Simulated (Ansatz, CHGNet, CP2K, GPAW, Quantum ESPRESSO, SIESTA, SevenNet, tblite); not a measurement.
## Running random packing of 35PbO-65B2O3 (mol %) (67 atoms) with tblite

Wanted: tblite inputs and outputs for random packing of 35PbO-65B2O3 (mol %) (67 atoms), checked against a plane-wave reference.

Calculated with tblite 0.8.0; the method is named at each step.

## Step 1: The starting structure

The cell holds 67 atoms: 6 Pb, 39 O and 22 B. Its edges and angles: a = 9.376 Å, b = 9.376 Å, c = 9.376 Å, α = 90.0°, β = 90.0°, γ = 90.0°. 67 atoms (6 Pb, 39 O, 22 B) packed at random in a cube at 4.24 g/cm³ and pushed apart as soft spheres, cations and anions kept from their own kind; a start for melting by ab initio MD, not an equilibrated structure. Then every atom was moved at random, 0.02 Å r.m.s. a Cartesian component.

The yardstick, on the same geometry:

- method: Kohn-Sham DFT, PBE, SSSP efficiency 1.3.0 pseudopotentials, plane waves (Quantum ESPRESSO 7.5); sssp-pbe-1.3.0-efficiency, cutoffs 60/480 Ry, Γ point
- r.m.s. force component: 2.579 eV/Å
- longest force: 7.518 eV/Å
- pressure: -15.38 GPa
- time: 4.7 min on 4 MPI ranks of Arm Neoverse V2, shared host
- CPU time: 19 min

## Step 2: GFN2-xTB

Method: GFN2-xTB tight binding, diagonalisation.

run.py

```python
import numpy as np
from ase.io import read
from tblite.ase import TBLite

atoms = read("structure.xyz")
atoms.calc = TBLite(method="GFN2-xTB", electronic_temperature=580, accuracy=1.0, max_iterations=250, mixer_damping=0.4, verbosity=1)
energy = atoms.get_potential_energy()
forces = atoms.get_forces()
print(f"energy {energy:.6f} eV")
print("forces (eV/A)")
for i, (a, f) in enumerate(zip(atoms, forces)):
    print(f"{i:4d} {a.symbol:2s} {f[0]:10.5f} {f[1]:10.5f} {f[2]:10.5f}")
stress = -atoms.get_stress(voigt=False) * 160.21766
print("stress (GPa, compression positive)")
for row in stress:
    print(" ".join(f"{x:10.4f}" for x in row))
print("charges (e)")
print(np.array2string(atoms.get_charges(), precision=4, suppress_small=True, max_line_width=110, threshold=100000))
```

structure.xyz

```xyz
67
Lattice="9.37580 0.00000 0.00000 0.00000 9.37580 0.00000 0.00000 0.00000 9.37580" Properties=species:S:1:pos:R:3 pbc="T T T"
Pb 6.45552 8.70993 6.94025
Pb 3.95715 5.19710 5.48822
Pb 8.30096 9.30051 1.71146
Pb 5.11422 5.30117 7.95340
Pb 0.70825 3.07667 6.58003
Pb 4.02081 8.73834 9.01989
O 4.12920 3.35504 3.50824
O 5.70864 7.54321 0.52739
O 0.57277 4.14617 4.49363
O 0.37325 0.38225 3.74066
O 2.56344 4.05972 6.50052
O 1.26836 1.81544 2.26454
O 4.13013 7.28509 5.78234
O 2.06596 6.71054 5.09106
O 8.70890 4.84588 6.28563
O 1.45287 0.82226 6.10815
O 8.03994 9.27332 8.21020
O 5.74933 2.85221 7.21627
O 8.63839 2.12831 5.40318
O 8.13257 2.07383 7.89817
O 1.42250 4.16436 0.39275
O 1.77081 6.49734 7.73916
O 7.13864 1.35668 2.78105
O 1.46103 5.30070 2.81330
O 7.87595 7.72257 4.00365
O 4.25943 6.35735 3.42292
O 8.57464 4.17195 1.06359
O 2.92956 0.73094 3.76682
O 3.02491 1.88566 8.26739
O 7.34097 4.26693 3.79907
O 4.66352 9.26085 1.72937
O 9.26704 7.80704 7.05838
O 3.28612 6.06211 0.57980
O 5.33399 2.48159 1.37665
O 2.85868 0.93477 0.94639
O 3.68141 3.94646 9.00921
O 3.76767 0.35384 6.24325
O 6.77289 1.12397 6.00933
O 6.55125 5.82031 5.31730
O 8.35074 7.49895 0.71322
O 0.96805 9.08140 9.33202
O 2.25554 7.88580 1.48644
O 6.74936 5.35780 0.51389
O 7.49023 6.67004 8.15432
O 6.61153 0.41825 0.60502
B 0.25849 6.86327 4.85807
B 8.81616 6.35510 2.82990
B 5.16250 5.22138 1.32255
B 4.35590 1.91594 9.28917
B 0.93683 6.77664 0.30153
B 8.90457 0.15920 6.63882
B 0.52561 5.36333 7.68862
B 5.70330 9.34739 4.18808
B 5.98167 8.32224 2.12831
B 4.66005 2.02170 4.63155
B 7.20755 4.32346 5.69449
[... 7 atom lines left out ...]
B 6.45374 2.16225 0.49354
B 1.30924 9.31148 2.70679
B 8.14457 0.54192 4.25971
B 6.99707 6.74917 0.88526
```

Started as:

```
$ OMP_NUM_THREADS=1 python run.py > output.txt
```

Log:

```text
------------------------------------------------------------
  cycle        total energy    energy error   density error
------------------------------------------------------------
      1     -170.8445466031  -1.7099623E+02   5.1987775E-01
      2     -65.52914431437   1.0531540E+02   9.7285790E-01
      3     -155.3011517994  -8.9772007E+01   4.5293454E-01
      4     -164.8922280825  -9.5910763E+00   3.8505912E-01
      5     -180.5656541866  -1.5673426E+01   3.3116483E-01
      6     -186.5569468864  -5.9912927E+00   2.8627643E-01
      7     -191.4285700187  -4.8716231E+00   2.0778556E-01
      8     -191.9740005751  -5.4543056E-01   1.7580477E-01
      9     -190.6630465315   1.3109540E+00   2.0603177E-01
     10     -193.8035854722  -3.1405389E+00   1.3431274E-01
     11     -193.7914301672   1.2155305E-02   1.1605351E-01
     12     -190.3649809620   3.4264492E+00   1.7559530E-01
     13     -194.2955553567  -3.9305744E+00   9.7005771E-02
     14     -193.9685077467   3.2704761E-01   1.1071103E-01
     15     -194.4909745623  -5.2246682E-01   7.6259990E-02
     16     -195.0757852414  -5.8481068E-01   5.7324570E-02
     17     -195.1259110554  -5.0125814E-02   4.6155374E-02
     18     -195.3197265328  -1.9381548E-01   3.1479229E-02
     19     -195.3389896198  -1.9263087E-02   2.9182559E-02
     20     -195.4060740602  -6.7084440E-02   2.2522950E-02
     21     -195.3738284668   3.2245593E-02   2.3603829E-02
     22     -195.3952349896  -2.1406523E-02   2.1424959E-02
     23     -195.4163568501  -2.1121860E-02   1.6383456E-02
     24     -195.4378295136  -2.1472664E-02   1.0316849E-02
[...]
37     -195.4553533654  -2.6190609E-06   1.7694806E-04
     38     -195.4553541923  -8.2682092E-07   1.4675263E-04
     39     -195.4553556001  -1.4078217E-06   1.0412211E-04
     40     -195.4553563151  -7.1496447E-07   6.8894901E-05
     41     -195.4553567851  -4.7005801E-07   3.5198579E-05
     42     -195.4553568154  -3.0334405E-08   2.8829488E-05
     43     -195.4553568300  -1.4590796E-08   2.5124668E-05
     44     -195.4553568681  -3.8043225E-08   1.5565468E-05
------------------------------------------------------------
 total:                                   3.701 sec
energy -5318.611166 eV
forces (eV/A)
   0 Pb   -3.44622   -1.91893    0.11163
   1 Pb   -0.94158    0.82304   -3.68338
   2 Pb    2.86300    1.01515   -0.57511
   3 Pb    0.33939   -0.44561    0.31177
   4 Pb    1.45250   -0.30208    1.28033
   5 Pb   -1.75992   -1.31143    0.24356
   6 O    -0.25919   -4.34429    4.06062
   7 O     5.26564   -2.27958    4.85215
   8 O     3.53033   -2.12488   -3.90883
   9 O    -0.79831   -2.82318    1.09939
  10 O     0.51760    0.31644   -0.03269
  11 O     1.55882    2.53230    3.82701
  12 O     0.85822    0.76466    0.61952
  13 O    -6.85374    2.99583   -0.63598
  14 O    -3.57666    3.82235    1.89788
  15 O    -1.10872   -5.21842    1.93982
  16 O     3.66978    1.89287   -1.83756
  17 O     0.38193    1.65794   -0.31746
  18 O    -1.38544   -3.85490   -2.25183
  19 O     4.23304    0.08188    5.49484
  20 O    -1.12826    1.04886    0.28730
  21 O    -6.10753   -3.80225    2.39570
  22 O     0.80754    4.00035    4.81099
  23 O    -3.47923    0.11485    1.31644
[...]
59 B    -3.00479   -1.21773   -4.93136
  60 B     2.27312    1.81421    3.50581
  61 B    -0.89143    1.39085    3.17773
  62 B     2.16192    3.95769   -0.98854
  63 B    -2.73038   -4.36204    2.50704
  64 B     2.47103    3.92389    0.63123
  65 B     1.83403    3.18288   -0.25472
  66 B     0.46291    0.22516   -4.93627
stress (GPa, compression positive)
  -23.2017     1.0329     1.3274
    1.0329   -22.9551     0.0852
    1.3274     0.0852   -22.2440
charges (e)
[ 0.5825  0.6561  0.3994  0.5784  0.572   0.5408 -0.4206 -0.3949 -0.3768 -0.4228 -0.4353 -0.3696 -0.3993
 -0.3313 -0.3436 -0.2984 -0.3846 -0.4824 -0.4232 -0.3873 -0.3226 -0.3422 -0.4775 -0.282  -0.5184 -0.3593
 -0.4123 -0.4189 -0.3704 -0.3447 -0.3706 -0.5001 -0.3886 -0.3687 -0.299  -0.3313 -0.4675 -0.3902 -0.4981
 -0.3873 -0.3827 -0.2739 -0.3918 -0.4758 -0.4341  0.4797  0.4607  0.4615  0.5865  0.5881  0.5581  0.5556
  0.411   0.5037  0.5137  0.5891  0.5649  0.6022  0.5475  0.5386  0.5629  0.5699  0.5448  0.5487  0.6
  0.5367  0.6249]
```

The job ended after 4.2 s (1 thread of Arm Neoverse V2, shared host; peak memory 0.1 GiB).

Banners, paths, timers and routine set-up lines are dropped from the logs unmarked, and long logs keep their key lines alone; longer cuts are marked.

Numbers from this run, and their distance from the reference:

```yaml
r_m_s_force_component: 2.823 eV/Å
r_m_s_difference_of_force_components: 534.7 meV/Å
longest_difference_of_force_vectors: 2067 meV/Å
force_difference_over_r_m_s_force: 20.73 %
slope_of_forces_against_the_reference_s: 1.078
correlation_of_force_components: 0.9845
pressure: -22.8 GPa
pressure_difference: -7.424 GPa
```

Length of the force difference by element (eV/Å):

```tsv
element	atoms	mean	most
B	22	0.96	1.6
O	39	0.77	2.1
Pb	6	0.78	1.5
```

Local excerpt of 9 atoms (numbers count through the whole input) about B54, which bears the longest force; x, y, z are measured from there.

```tsv
atom	x	y	z	distance (Å)	Mulliken charge (e)	Fx	Fy	Fz (eV/Å)
B54	0.00	0.00	0.00	0.00	0.50	-6.85	3.45	-2.63
O31	-1.32	0.94	-0.40	1.67	-0.37	3.90	-2.25	2.99
O8	-0.27	-0.78	-1.60	1.80	-0.39	5.27	-2.28	4.85
O45	0.63	1.47	-1.52	2.21	-0.43	-1.88	5.44	-2.13
B67	1.02	-1.57	-1.24	2.25	0.62	0.46	0.23	-4.94
B53	-0.28	1.03	2.06	2.32	0.41	-0.01	2.24	-0.58
Pb3	2.32	0.98	-0.42	2.55	0.40	2.86	1.02	-0.58
O25	1.89	-0.60	1.88	2.73	-0.52	3.88	-0.75	-0.67
O23	1.16	2.41	0.65	2.75	-0.48	0.81	4.00	4.81
```

Atoms are counted from 1 here, from 0 in the log.

Forces lie 21 % from the reference's, at 0.0037 times its CPU time (on 1 against 4 cores).

## Step 3: IPEA1-xTB

Method: IPEA1-xTB tight binding, diagonalisation.

Changes to run.py since step 2:

```diff
@@ -5,3 +5,3 @@
 atoms = read("structure.xyz")
-atoms.calc = TBLite(method="GFN2-xTB", electronic_temperature=580, accuracy=1.0, max_iterations=250, mixer_damping=0.4, verbosity=1)
+atoms.calc = TBLite(method="IPEA1-xTB", electronic_temperature=580, accuracy=1.0, max_iterations=250, mixer_damping=0.4, verbosity=1)
 energy = atoms.get_potential_energy()
```

structure.xyz is that of step 2.

Log:

```text
------------------------------------------------------------
  cycle        total energy    energy error   density error
------------------------------------------------------------
      1     -182.1980834040  -1.8215000E+02   8.4001296E-01
      2     -184.5600121966  -2.3619288E+00   1.3617306E+00
      3     -201.2960854993  -1.6736073E+01   5.4552111E-01
      4     -213.8131784374  -1.2517093E+01   3.5609203E-01
      5     -214.1774012670  -3.6422283E-01   4.3717882E-01
      6     -218.5167656712  -4.3393644E+00   2.4920308E-01
[...]
29     -222.0691109481  -3.0901083E-07   6.2143274E-05
     30     -222.0691110449  -9.6759294E-08   4.4111827E-05
     31     -222.0691111274  -8.2508024E-08   1.9899342E-05
------------------------------------------------------------
 total:                                   3.023 sec
energy -6042.808307 eV
forces (eV/A)
   0 Pb   -3.17219   -1.36980   -0.11525
   1 Pb   -2.42605    1.98919   -7.22062
   2 Pb    2.10075    0.62670   -2.46014
   3 Pb    1.33582   -0.89252    3.91995
   4 Pb    1.37330   -0.22599    0.28881
   5 Pb   -2.34962   -1.18997    1.01256
[...]
64 B     3.84042    4.90189    0.74991
  65 B     2.31636    2.84832    0.30016
  66 B     0.23306    0.55645   -5.36179
stress (GPa, compression positive)
  -50.8439     1.3462     0.9750
    1.3462   -49.9064    -0.8023
    0.9750    -0.8023   -46.2167
charges (e)
[ 0.7658  0.758   0.8046  0.7721  0.785   0.7491 -0.2639 -0.2475 -0.242  -0.208  -0.3378 -0.2377 -0.3025
 -0.2287 -0.1744 -0.1433 -0.2454 -0.3434 -0.2625 -0.2453 -0.2511 -0.2505 -0.2434 -0.2207 -0.2893 -0.3149
 -0.2916 -0.2834 -0.2345 -0.2297 -0.2791 -0.3022 -0.2725 -0.1692 -0.2348 -0.2127 -0.3332 -0.2522 -0.2845
 -0.215  -0.2625 -0.2072 -0.185  -0.2474 -0.2708  0.2454  0.2418  0.2365  0.2539  0.2734  0.2299  0.2466
  0.1975  0.1674  0.2477  0.2285  0.2567  0.3016  0.2177  0.2342  0.2448  0.2199  0.2316  0.2404  0.242
  0.206   0.2215]
```

Elapsed: 3.5 s, on 1 thread; peak memory 0.11 GiB.

Compared with the plane-wave run:

* r.m.s. force component: 3.543 eV/Å
* r.m.s. difference of force components: 1197 meV/Å
* longest difference of force vectors: 3864 meV/Å
* force difference over r.m.s. force: 46.41 %
* slope of forces against the reference's: 1.335
* correlation of force components: 0.9724
* pressure: -48.99 GPa
* pressure difference: -33.61 GPa

Against the first run (21 %), the force difference from the reference is 46 %, at 0.84 times the CPU time.

## Step 4: Side by side

Differences are against the plane-wave reference, forces as r.m.s. over components; share is that over the reference's r.m.s. force, slope the least-squares factor from reference forces to these. Total energies of different programs have different zeros and aren't compared.

```tsv
run	Δ force, r.m.s. (meV/Å)	share (%)	slope	Δ pressure (GPa)	cores	CPU time	memory (GiB)
reference	-	-	-	-	4	19 min	2.2
tblite GFN2-xTB	535	20.7	1.078	-7.42	1	4.2 s	0.1
tblite IPEA1-xTB	1197	46.4	1.335	-33.6	1	3.5 s	0.11
```

CPU time is summed over cores on a shared host, where runs went side by side, so it is rough. Symmetry, cutoffs, thresholds, outputs and thread counts weren't matched or tuned between programs; memory under MPI is the largest rank's times the ranks.

## Step 5: Summary of results

* nearest in forces: tblite GFN2-xTB, 21 %
* its CPU time: 4.2 s

Tight binding differs by 21 % (tblite GFN2-xTB) to 46 % (tblite IPEA1-xTB); it is another model, with fitted parameters of its own, and the xTB methods hold dispersion. IPEA1-xTB was fitted to ionisation energies and electron affinities, not to forces or charges. Of the electronic-structure runs that take under half the reference's CPU time, tblite GFN2-xTB comes nearest, at 21 % in 4.2 s against 19 min; its pressure misses by -7.4 GPa. Periodic xTB results under one method name differ between programs and library versions. The reference's pressure holds the uncorrected Pulay stress of its 60 Ry basis, so small pressure differences, and their order, may be the reference's own error. The reference's pressure of -15 GPa belongs to a cell and atoms that aren't relaxed at this level. The electronic-structure runs sample only Γ, in a cell whose shortest periodic width is 9 Å, which is coarse for a cell with partly filled levels. Spin–orbit coupling is left out, which matters for the levels of the heavy elements.

[Also dropped from logs without a mark: logging warnings of Python, and SIESTA's first energy breakdown and zero terms.]

[Logs are printed without paths, hosts, clocks, repeated set-up lines and the standing remarks that a program may print on its own settings, such as how far it seeks lower states.]

[Hosts, paths, dates, database ids (printed as entryN), source tags and the programs' standing remarks are cut or masked in the printed files.]
